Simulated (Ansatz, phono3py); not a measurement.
# KCl (Sylvite, Fm-3m): thermal conductivity with phono3py

The second- and third-order constants of KCl (Sylvite) come from an earlier supercell run; what does phono3py make of them?

Experimental results on record:
- thermal conductivity 7.1 W/m/K near room temperature (given in “Combining the AFLOW GIBBS and Elastic Libraries to efficiently and robustly screen thermo-mechanical properties of solids”, 2017, arXiv:1611.05714)
- thermal conductivity 7.1 W/m/K near room temperature (given in “Predicting the lattice thermal conductivity of solids by solving the Boltzmann transport equation: AFLOW - AAPL an automated, accurate and efficient framework”, 2017, arXiv:1611.05481)

Method: DFT LDA, scalar-relativistic, plane waves, PAW; phono3py on Ansatz's force constants, in phono3py 4.10.0.

## 1. The structure

Symmetry: Fm-3m, No. 225, cubic system. The conventional cell has a = 6.077 Å, b = 6.077 Å, c = 6.077 Å, α = 90.00°, β = 90.00°, γ = 90.00°. Nearest to K lie 6 Cl at 3.04 Å. Cl has 6 K at 3.04 Å nearest. Farther neighbours and most contacts between anions are not listed.

## 2. Relaxation-time solution

The base run: each mode relaxes on its own with natural isotopes, and rates are split into normal and umklapp parts.

Contents of phono3py.yaml:

```yaml
phono3py:
  version: "4.10.0"
  frequency_unit_conversion_factor: 15.633302
  symmetry_tolerance: 1.00000e-05

physical_unit:
  atomic_mass: "AMU"
  length: "angstrom"

space_group:
  type: "Fm-3m"
  number: 225
  Hall_symbol: "-F 4 2 3"

primitive_matrix:
- [  1.000000000000000,  0.000000000000000,  0.000000000000000 ]
- [  0.000000000000000,  1.000000000000000,  0.000000000000000 ]
- [  0.000000000000000,  0.000000000000000,  1.000000000000000 ]

supercell_matrix:
- [   3,   0,   0 ]
- [   0,   3,   0 ]
- [   0,   0,   3 ]

# [primitive_cell block left out]
unit_cell:
  lattice:
  - [     0.000000000000000,     3.038503376300000,     3.038503376300000 ] # a
  - [     3.038503376300000,     0.000000000000000,     3.038503376300000 ] # b
  - [     3.038503376300000,     3.038503376300000,     0.000000000000000 ] # c
  points:
  - symbol: K # 1
    coordinates: [  0.000000000000000,  0.000000000000000,  0.000000000000000 ]
    mass: 39.098300
    reduced_to: 1
  - symbol: Cl # 2
    coordinates: [  0.500000000000000,  0.500000000000000,  0.500000000000000 ]
    mass: 35.450000
    reduced_to: 2

# [supercell block left out]
phonon_supercell_matrix:
- [   6,   0,   0 ]
- [   0,   6,   0 ]
- [   0,   0,   6 ]

# [phonon_primitive_cell block left out]
# [phonon_supercell block left out]
nac:
  born_effective_charge:
  - # 1 (K)
    - [  1.109170126599619,  0.000000000000000,  0.000000000000000 ]
    - [  0.000000000000000,  1.109170126599619,  0.000000000000000 ]
    - [  0.000000000000000,  0.000000000000000,  1.109170126599619 ]
  - # 2 (Cl)
    - [ -1.109170126599619,  0.000000000000000,  0.000000000000000 ]
    - [  0.000000000000000, -1.109170126599619,  0.000000000000000 ]
    - [  0.000000000000000,  0.000000000000000, -1.109170126599619 ]
  dielectric_constant:
    - [  2.508022372554948,  0.000000000000000,  0.000000000000000 ]
    - [  0.000000000000000,  2.508022372554948,  0.000000000000000 ]
    - [  0.000000000000000,  0.000000000000000,  2.508022372554948 ]
  unit_conversion_factor: 14.399645
```

On the command line:

```sh
phono3py phono3py.yaml --mesh 17 17 17 --br --isotope --nu --ts 100 150 200 300 400 500 600 800
```

The log of the run:

```text
Rust backend (phonors) using rayon (4 threads).
Running in phono3py.load mode.
Spglib version 2.8.0
----------------------------- General settings -----------------------------
Run mode: conductivity-RTA
HDF5 data compression filter: gzip
Crystal structure was read from "phono3py.yaml".
Supercell (dim): [3 3 3]
Phonon supercell (dim-fc2): [6 6 6]
Primitive matrix:
  [1. 0. 0.]
  [0. 1. 0.]
  [0. 0. 1.]
Spacegroup: Fm-3m (225)
Use -v option to watch primitive cell, unit cell, and supercell structures.
NAC parameters were read from "phono3py.yaml".
fc3 was read from "fc3.hdf5".
fc2 was read from "fc2.hdf5".
----------------------------- Force constants ------------------------------
Max drift of fc3: 0.00000000 (zzz) 0.00000000 (zzz) 0.00000000 (zzz)
Max drift of fc2: -0.00000000 (xx) -0.00000000 (xx)
--------------------------- Calculation settings ---------------------------
Non-analytical term correction (NAC): True
NAC unit conversion factor:  14.39964
BZ integration: Tetrahedron-method
Temperature:  100.0  150.0  200.0  300.0  400.0 ... 800.0
Cutoff frequency: 0.01
Mesh sampling: [ 17 17 17 ]
Generating grid system ... [ 17 17 17 ]
fc3-r2q-transformation over three atoms: True
--------------------------- Phonon calculations ----------------------------
Use NAC by Gonze et al. (no real space sum in current implementation)
  PRB 50, 13035(R) (1994), PRB 55, 10355 (1997)
  G-cutoff distance: 1.08, Number of G-points: 307, Lambda: 0.18
Running harmonic phonon calculations...
-------------------- Lattice thermal conductivity (RTA) --------------------
Running heat capacity calculations...
Running velocity calculations...
Running isotope scattering calculations with tetrahedron method...
======================= Grid point 0 (1/165) =======================
q-point: ( 0.00  0.00  0.00)
Boundary mean free path (millimeter): 1000.000
Mass variance parameters: 1.64e-04 5.83e-04
Number of triplets: 165
Frequency     group velocity (x, y, z)     |gv|
  -0.000   (   0.000    0.000    0.000)    0.000
   0.000   (   0.000    0.000    0.000)    0.000
   0.000   (   0.000    0.000    0.000)    0.000
   4.833   (   0.000    0.000    0.000)    0.000
   4.833   (   0.000    0.000    0.000)    0.000
   4.833   (   0.000    0.000    0.000)    0.000
======================= Grid point 1 (2/165) =======================
q-point: ( 0.06  0.00  0.00)
Boundary mean free path (millimeter): 1000.000
Mass variance parameters: 1.64e-04 5.83e-04
Number of triplets: 489
Frequency     group velocity (x, y, z)     |gv|
   0.498   ( -17.077   17.077   17.077)   29.578
   0.498   ( -17.077   17.077   17.077)   29.578
   0.646   ( -22.170   22.170   22.170)   38.399
   4.817   (   1.109   -1.109   -1.109)    1.922
   4.817   (   1.109   -1.109   -1.109)    1.922
   6.621   (   1.677   -1.677   -1.677)    2.905
[162 grid points left out]
======================= Grid point 1322 (165/165) =======================
q-point: ( 0.71  0.47  0.24)
Boundary mean free path (millimeter): 1000.000
Mass variance parameters: 1.64e-04 5.83e-04
Number of triplets: 1305
Frequency     group velocity (x, y, z)     |gv|
   2.495   (  -0.000   13.520    1.580)   13.612
   2.664   (   0.000  -12.608   -6.874)   14.360
   3.789   (  -0.000   25.490    0.410)   25.493
   4.108   (   0.000  -21.893   -2.354)   22.020
   5.039   (   0.000    1.522    0.263)    1.545
   5.041   (  -0.000   -1.366    2.926)    3.229
=================== End of collection of collisions ===================
----------- Thermal conductivity (W/m-k) with tetrahedron method -----------
#  T(K)        xx         yy         zz         yz         xz         xy
  100.0      29.383     29.383     29.383     -0.000     -0.000      0.000
  150.0      19.945     19.945     19.945     -0.000     -0.000      0.000
  200.0      15.169     15.169     15.169     -0.000     -0.000      0.000
  300.0      10.282     10.282     10.282     -0.000     -0.000      0.000
  400.0       7.782      7.782      7.782     -0.000     -0.000      0.000
  500.0       6.262      6.262      6.262     -0.000     -0.000      0.000
  600.0       5.238      5.238      5.238     -0.000     -0.000      0.000
  800.0       3.949      3.949      3.949     -0.000     -0.000      0.000

Thermal conductivity related properties were written into
"kappa-m171717.hdf5".
Summary of calculation was written in "phono3py.yaml".
```

It took 29 s on 4 threads of Arm Neoverse V1, shared host; peak memory 0.25 GiB; 1.7 min of CPU time.

Numbers from this step:

```
κ at 300 K                                       : 10.28 W/m/K
κ xx, yy, zz at 300 K                            : 10.28, 10.28, 10.28 W/m/K
normal share of three-phonon scattering at 300 K : 0.593
```

W/m/K. Kappa, by row:

| T (K) | xx | yy | zz | yz | xz | xy |
| --- | --- | --- | --- | --- | --- | --- |
| 100 | 29.38 | 29.38 | 29.38 | 0 | 0 | 0 |
| 150 | 19.94 | 19.94 | 19.94 | 0 | 0 | 0 |
| 200 | 15.17 | 15.17 | 15.17 | 0 | 0 | 0 |
| 300 | 10.28 | 10.28 | 10.28 | 0 | 0 | 0 |
| 400 | 7.782 | 7.782 | 7.782 | 0 | 0 | 0 |
| 500 | 6.262 | 6.262 | 6.262 | 0 | 0 | 0 |
| 600 | 5.238 | 5.238 | 5.238 | 0 | 0 | 0 |
| 800 | 3.949 | 3.949 | 3.949 | 0 | 0 | 0 |

Lattice thermal conductivity, xx against temperature:

| temperature (K) | lattice thermal conductivity, xx (W/m/K) |
| --- | --- |
| 100 | 29.4 |
| 150 | 19.9 |
| 200 | 15.2 |
| 300 | 10.3 |
| 400 | 7.78 |
| 500 | 6.26 |
| 600 | 5.24 |
| 800 | 3.95 |

The mean scattering rate at 300 K by frequency:

| frequency (THz) | normal (1/ps) | umklapp (1/ps) |
| --- | --- | --- |
| 0.14 | - | - |
| 0.41 | 0.0372 | 0.00404 |
| 0.69 | 0.0409 | 0.00729 |
| 0.97 | 0.0757 | 0.0125 |
| 1.24 | 0.0866 | 0.0267 |
| 1.52 | 0.108 | 0.0366 |
| 1.79 | 0.079 | 0.0524 |
| 2.07 | 0.0924 | 0.0761 |
| 2.35 | 0.0958 | 0.0991 |
| 2.62 | 0.0991 | 0.116 |
| 2.90 | 0.112 | 0.111 |
| 3.18 | 0.147 | 0.108 |
| 3.45 | 0.162 | 0.0928 |
| 3.73 | 0.195 | 0.0819 |
| 4.00 | 0.196 | 0.0808 |
| 4.28 | 0.198 | 0.0856 |
| 4.56 | 0.202 | 0.0772 |
| 4.83 | 0.156 | 0.106 |
| 5.11 | 0.157 | 0.195 |
| 5.38 | 0.602 | 0.432 |
| 5.66 | 0.971 | 0.556 |
| 5.94 | 1.46 | 0.641 |
| 6.21 | 2.22 | 0.635 |
| 6.49 | 3.61 | 0.66 |

The base value at 300 K is 10.3 W/(m K).

The lattice thermal conductivity, xx is 10.3 W/m/K at 300 K, going as T^-1.0 above 200 K.

## 3. Two programs, one set of constants

This step: DFT LDA, scalar-relativistic, plane waves, PAW (Ansatz 0.2.0).

Ansatz's figure includes its coherence part. Comparison, by row:

| T (K) | Ansatz RTA (W/m/K) | phono3py RTA (W/m/K) | difference (%) |
| --- | --- | --- | --- |
| 100 | 29.56 | 29.38 | -0.61 |
| 150 | 20.09 | 19.94 | -0.75 |
| 200 | 15.31 | 15.17 | -0.91 |
| 300 | 10.42 | 10.28 | -1.34 |
| 400 | 7.93 | 7.782 | -1.87 |
| 500 | 6.415 | 6.262 | -2.39 |
| 600 | 5.399 | 5.238 | -2.98 |
| 800 | 4.12 | 3.949 | -4.15 |

## 4. Without isotopes, third order supercell 3×3×3, supercell 6×6×6

Leaving out the isotope term shows how much the natural mass disorder scatters.

This step: DFT LDA, scalar-relativistic, plane waves, PAW; phono3py on Ansatz's force constants (phono3py 4.10.0).

phono3py.yaml is that of step 2.

On the command line:

```sh
phono3py phono3py.yaml --mesh 17 17 17 --br --ts 100 150 200 300 400 500 600 800
```

The log of the run:

```text
[banner, memory and clock lines left out]
Rust backend (phonors) using rayon (4 threads).
Running in phono3py.load mode.
Spglib version 2.8.0
----------------------------- General settings -----------------------------
Run mode: conductivity-RTA
HDF5 data compression filter: gzip
Crystal structure was read from "phono3py.yaml".
Supercell (dim): [3 3 3]
Phonon supercell (dim-fc2): [6 6 6]
Primitive matrix:
  [1. 0. 0.]
  [0. 1. 0.]
  [0. 0. 1.]
Spacegroup: Fm-3m (225)
Use -v option to watch primitive cell, unit cell, and supercell structures.
NAC parameters were read from "phono3py.yaml".
fc3 was read from "fc3.hdf5".
fc2 was read from "fc2.hdf5".
----------------------------- Force constants ------------------------------
Max drift of fc3: 0.00000000 (zzz) 0.00000000 (zzz) 0.00000000 (zzz)
Max drift of fc2: -0.00000000 (xx) -0.00000000 (xx)
--------------------------- Calculation settings ---------------------------
Non-analytical term correction (NAC): True
NAC unit conversion factor:  14.39964
BZ integration: Tetrahedron-method
Temperature:  100.0  150.0  200.0  300.0  400.0 ... 800.0
Cutoff frequency: 0.01
Mesh sampling: [ 17 17 17 ]
Generating grid system ... [ 17 17 17 ]
fc3-r2q-transformation over three atoms: True
--------------------------- Phonon calculations ----------------------------
  PRB 50, 13035(R) (1994), PRB 55, 10355 (1997)
  G-cutoff distance: 1.08, Number of G-points: 307, Lambda: 0.18
Running harmonic phonon calculations...
-------------------- Lattice thermal conductivity (RTA) --------------------
Running heat capacity calculations...
Running velocity calculations...
======================= Grid point 0 (1/165) =======================
q-point: ( 0.00  0.00  0.00)
Boundary mean free path (millimeter): 1000.000
Number of triplets: 165
Frequency     group velocity (x, y, z)     |gv|
  -0.000   (   0.000    0.000    0.000)    0.000
   0.000   (   0.000    0.000    0.000)    0.000
   0.000   (   0.000    0.000    0.000)    0.000
   4.833   (   0.000    0.000    0.000)    0.000
   4.833   (   0.000    0.000    0.000)    0.000
   4.833   (   0.000    0.000    0.000)    0.000
======================= Grid point 1 (2/165) =======================
q-point: ( 0.06  0.00  0.00)
Boundary mean free path (millimeter): 1000.000
Number of triplets: 489
Frequency     group velocity (x, y, z)     |gv|
   0.498   ( -17.077   17.077   17.077)   29.578
   0.498   ( -17.077   17.077   17.077)   29.578
   0.646   ( -22.170   22.170   22.170)   38.399
   4.817   (   1.109   -1.109   -1.109)    1.922
   4.817   (   1.109   -1.109   -1.109)    1.922
   6.621   (   1.677   -1.677   -1.677)    2.905
[162 grid points left out]
======================= Grid point 1322 (165/165) =======================
q-point: ( 0.71  0.47  0.24)
Boundary mean free path (millimeter): 1000.000
Number of triplets: 1305
Frequency     group velocity (x, y, z)     |gv|
   2.495   (  -0.000   13.520    1.580)   13.612
   2.664   (   0.000  -12.608   -6.874)   14.360
   3.789   (  -0.000   25.490    0.410)   25.493
   4.108   (   0.000  -21.893   -2.354)   22.020
   5.039   (   0.000    1.522    0.263)    1.545
   5.041   (  -0.000   -1.366    2.926)    3.229
=================== End of collection of collisions ===================
----------- Thermal conductivity (W/m-k) with tetrahedron method -----------
#  T(K)        xx         yy         zz         yz         xz         xy
  100.0      32.602     32.602     32.602     -0.000     -0.000      0.000
  150.0      21.472     21.472     21.472     -0.000     -0.000      0.000
  200.0      16.066     16.066     16.066     -0.000     -0.000      0.000
  300.0      10.700     10.700     10.700     -0.000     -0.000      0.000
  400.0       8.024      8.024      8.024     -0.000     -0.000      0.000
  500.0       6.419      6.419      6.419     -0.000     -0.000      0.000
  600.0       5.349      5.349      5.349     -0.000     -0.000      0.000
  800.0       4.011      4.011      4.011     -0.000     -0.000      0.000

Thermal conductivity related properties were written into
"kappa-m171717.hdf5".
Summary of calculation was written in "phono3py.yaml".
```

It took 26 s on 4 threads; peak memory 0.25 GiB; 92 s of CPU time.

Numbers from this step:

| Property | Result |
| --- | --- |
| κ at 300 K | 10.7 W/m/K |
| κ xx, yy, zz at 300 K | 10.7, 10.7, 10.7 W/m/K |

W/m/K. Kappa, by row:

| T (K) | xx | yy | zz | yz | xz | xy |
| --- | --- | --- | --- | --- | --- | --- |
| 100 | 32.6 | 32.6 | 32.6 | 0 | 0 | 0 |
| 150 | 21.47 | 21.47 | 21.47 | 0 | 0 | 0 |
| 200 | 16.07 | 16.07 | 16.07 | 0 | 0 | 0 |
| 300 | 10.7 | 10.7 | 10.7 | 0 | 0 | 0 |
| 400 | 8.024 | 8.024 | 8.024 | 0 | 0 | 0 |
| 500 | 6.419 | 6.419 | 6.419 | 0 | 0 | 0 |
| 600 | 5.349 | 5.349 | 5.349 | 0 | 0 | 0 |
| 800 | 4.011 | 4.011 | 4.011 | 0 | 0 | 0 |

κ at 300 K goes from 10.3 in the base run to 10.7 W/(m K).

## 5. Another q-mesh, third order supercell 3×3×3, supercell 6×6×6

The q-mesh of the transport sums changes, with the same scattering terms.

phono3py.yaml is that of step 4.

On the command line:

```sh
phono3py phono3py.yaml --mesh 3 3 3 --br --isotope --ts 100 300 600
```

The log of the run:

```text
[banner, memory and clock lines left out]
Rust backend (phonors) using rayon (4 threads).
Running in phono3py.load mode.
Spglib version 2.8.0
----------------------------- General settings -----------------------------
Run mode: conductivity-RTA
HDF5 data compression filter: gzip
Crystal structure was read from "phono3py.yaml".
Supercell (dim): [3 3 3]
Phonon supercell (dim-fc2): [6 6 6]
Primitive matrix:
  [1. 0. 0.]
  [0. 1. 0.]
  [0. 0. 1.]
Spacegroup: Fm-3m (225)
Use -v option to watch primitive cell, unit cell, and supercell structures.
NAC parameters were read from "phono3py.yaml".
fc3 was read from "fc3.hdf5".
fc2 was read from "fc2.hdf5".
----------------------------- Force constants ------------------------------
Max drift of fc3: 0.00000000 (zzz) 0.00000000 (zzz) 0.00000000 (zzz)
Max drift of fc2: -0.00000000 (xx) -0.00000000 (xx)
--------------------------- Calculation settings ---------------------------
Non-analytical term correction (NAC): True
NAC unit conversion factor:  14.39964
BZ integration: Tetrahedron-method
Temperature:  100.0  300.0  600.0
Cutoff frequency: 0.01
Mesh sampling: [ 3 3 3 ]
Generating grid system ... [ 3 3 3 ]
fc3-r2q-transformation over three atoms: True
--------------------------- Phonon calculations ----------------------------
  PRB 50, 13035(R) (1994), PRB 55, 10355 (1997)
  G-cutoff distance: 1.08, Number of G-points: 307, Lambda: 0.18
Running harmonic phonon calculations...
-------------------- Lattice thermal conductivity (RTA) --------------------
Running heat capacity calculations...
Running velocity calculations...
Running isotope scattering calculations with tetrahedron method...
======================= Grid point 0 (1/4) =======================
q-point: ( 0.00  0.00  0.00)
Boundary mean free path (millimeter): 1000.000
Mass variance parameters: 1.64e-04 5.83e-04
Number of triplets: 4
Frequency     group velocity (x, y, z)     |gv|
  -0.000   (   0.000    0.000    0.000)    0.000
   0.000   (   0.000    0.000    0.000)    0.000
   0.000   (   0.000    0.000    0.000)    0.000
   4.833   (   0.000    0.000    0.000)    0.000
   4.833   (   0.000    0.000    0.000)    0.000
   4.833   (   0.000    0.000    0.000)    0.000
======================= Grid point 1 (2/4) =======================
q-point: ( 0.33  0.00  0.00)
Boundary mean free path (millimeter): 1000.000
Mass variance parameters: 1.64e-04 5.83e-04
Number of triplets: 6
Frequency     group velocity (x, y, z)     |gv|
   2.621   ( -13.541   13.541   13.541)   23.454
   2.621   ( -13.541   13.541   13.541)   23.454
   3.476   ( -18.883   18.883   18.883)   32.707
   4.317   (   6.524   -6.524   -6.524)   11.300
   4.317   (   6.524   -6.524   -6.524)   11.300
   5.874   (   9.675   -9.675   -9.675)   16.758
======================= Grid point 4 (3/4) =======================
q-point: ( 0.33  0.33  0.00)
Boundary mean free path (millimeter): 1000.000
Mass variance parameters: 1.64e-04 5.83e-04
Number of triplets: 6
Frequency     group velocity (x, y, z)     |gv|
   1.490   (   0.000    0.000    7.594)    7.594
   1.490   (   0.000    0.000    7.594)    7.594
   4.313   (  -0.000   -0.000  -29.972)   29.972
   4.518   (   0.000    0.000   19.870)   19.870
   4.934   (   0.000    0.000    1.074)    1.074
   4.934   (   0.000    0.000    1.074)    1.074
======================= Grid point 5 (4/4) =======================
q-point: (-0.33  0.33  0.00)
Boundary mean free path (millimeter): 1000.000
Mass variance parameters: 1.64e-04 5.83e-04
Number of triplets: 8
Frequency     group velocity (x, y, z)     |gv|
   2.622   (   9.087   -9.087    0.000)   12.851
   2.863   ( -14.883   14.883    0.000)   21.047
   3.819   ( -24.120   24.120    0.000)   34.110
   4.336   (  11.206  -11.206    0.000)   15.848
   4.731   (   7.590   -7.590    0.000)   10.734
   5.051   (   1.155   -1.155    0.000)    1.633
=================== End of collection of collisions ===================
----------- Thermal conductivity (W/m-k) with tetrahedron method -----------
#  T(K)        xx         yy         zz         yz         xz         xy
  100.0      62.833     62.833     62.833     -0.000     -0.000      0.000
  300.0      26.843     26.843     26.843     -0.000     -0.000      0.000
  600.0      14.114     14.114     14.114     -0.000     -0.000      0.000

Thermal conductivity related properties were written into
"kappa-m333.hdf5".
Summary of calculation was written in "phono3py.yaml".
```

Wall time 3.7 s (4 threads); peak memory 0.25 GiB; 3.7 s of CPU time.

This step gave:

| Quantity | Value |
| --- | --- |
| κ at 300 K | 26.84 W/m/K |
| κ xx, yy, zz at 300 K | 26.84, 26.84, 26.84 W/m/K |

W/m/K. Kappa, by row:

| T (K) | xx | yy | zz | yz | xz | xy |
| --- | --- | --- | --- | --- | --- | --- |
| 100 | 62.83 | 62.83 | 62.83 | 0 | 0 | 0 |
| 300 | 26.84 | 26.84 | 26.84 | 0 | 0 | 0 |
| 600 | 14.11 | 14.11 | 14.11 | 0 | 0 | 0 |

This mesh is too coarse for the transport sums: κ at 300 K comes out at 26.8 against 10.3 W/(m K) in the base run.

(Part 1 of 5 ends here.)

[Logs are printed without paths, hosts, clocks, repeated set-up lines and the standing remarks that a program may print on its own settings, such as how far it seeks lower states.]

[Hosts, paths, dates, database ids (printed as entryN), source tags and the programs' standing remarks are cut or masked in the printed files.]

[A step with changed settings may run another functional than the one named; its input shows which.]
